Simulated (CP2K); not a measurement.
Two runs for the O K edge of hydroxyacetylene. Run A: CP2K XAS_TDP, all-electron GAPW, PBEh(45%), aug-cc-pVTZ, TDA, no relativity. Run B differs in one setting.

First lines with a strength over 0.0015. A:

```tsv
atom	energy (eV)	states	strength, one atom
O3 (bonded to C and H)	530.93	1	0.0174
	532.97	1	0.0247
	533.51	1	0.0176
	533.76	1	0.0139
	534.25	1	0.0039
```

B:

```tsv
atom	energy (eV)	states	strength, one atom
O3 (bonded to C and H)	537.03	1	0.0241
	539.01	1	0.0498
	540.06	1	0.0228
	540.38	1	0.0142
	541.04	1	0.0058
```

**Question.** Which was it: the basis, scalar relativity switched on, GW2X switched on, the functional?

The functional (functional from PBEh(45%) to PBEh(60%); the lines alone don't name the new value). A functional moves all lines by electronvolts and changes their spacings and strengths. Against PBEh(45%) in aug-cc-pVTZ, the leading line moves by +6.10 eV, to 537.03 eV; the strength of O3's goes from 0.0174 to 0.0241. The next line of O3 over the strength cut lies 1.98 eV higher, against 2.04.

[Banner, clock and machine lines of the logs are left out without a mark of their own.]

[Logs are printed without paths, hosts, clocks, repeated set-up lines and the standing remarks that a program may print on its own settings, such as how far it seeks lower states.]

[Hosts, paths, dates, database ids (printed as entryN), source tags and the programs' standing remarks are cut or masked in the printed files.]
